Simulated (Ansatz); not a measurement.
An input for Ansatz 0.2.0 (YVO4 (I4_1/amd)):

```yaml
crystal:
  lattice:
    - [-3.55915, 3.55915, 3.14465]
    - [3.55915, -3.55915, 3.14465]
    - [3.55915, 3.55915, -3.14465]
  atoms:
    - { symbol: "Y", position: [0.75, 0.25, 0.5] }
    - { symbol: "Y", position: [0.0, 0.0, 0.0] }
    - { symbol: V, position: [0.5, 0.5, 0.0] }
    - { symbol: V, position: [0.25, 0.75, 0.5] }
    - { symbol: O, position: [0.51, 0.3258, 0.1842] }
    - { symbol: O, position: [0.0758, 0.3916, 0.3158] }
    - { symbol: O, position: [0.1416, 0.3258, 0.8158] }
    - { symbol: O, position: [0.0758, 0.76, 0.6842] }
    - { symbol: O, position: [0.24, 0.9242, 0.3158] }
    - { symbol: O, position: [0.6742, 0.49, 0.8158] }
    - { symbol: O, position: [0.6084, 0.9242, 0.6842] }
    - { symbol: O, position: [0.6742, 0.8584, 0.1842] }
kpoints:
  mp_grid: { grid: [4, 4, 4] }
hamiltonian:
  xc: r2scan
scf:
  occupations: { method: fixed }
gw:
  n_empty_bands: 340
  ecut_chi: 96
  qp_bands: [v4, c4]
  qp_kpoints: band_edges
  screening: { model: godby_needs }
```

```sh
ansatz run input.yaml --threads 3 --pin off --max-ram 92160MiB --backend cuda --events-out ev --progress --plain --runs-dir out --devices 1 --max-vram 13GiB
```

Estimate wall time and host memory on 1 × NVIDIA H100 80GB HBM3 (shared by 6 runs) with 3 threads of AMD EPYC 7R13 (Zen 3), shared host.

It took 67 s; on shared hardware allow 34 s to 2.2 min. Peak host memory was 3.0 GiB. The sizes that set the cost: 4023 plane waves a state, 13 irreducible k points, 388 bands summed, 349 plane waves in the screening and 9 SCF cycles.

The screening grows as filled bands × empty bands × pairs of k points, times the square of the screening basis for the matrix.

[Paths, hosts, dates, memory and timing lines, banners, echoed tables and standing remarks are left out of the program output.]

[Logs are printed without paths, hosts, clocks, repeated set-up lines and the standing remarks that a program may print on its own settings, such as how far it seeks lower states.]

[Runs of the session that timed out or met a known fault of the program may be left out.]

[Cells called generated may have been cut or substituted from an entry of the Crystallography Open Database or the Materials Project.]

[Hosts, paths, dates, database ids (printed as entryN), source tags and the programs' standing remarks are cut or masked in the printed files.]
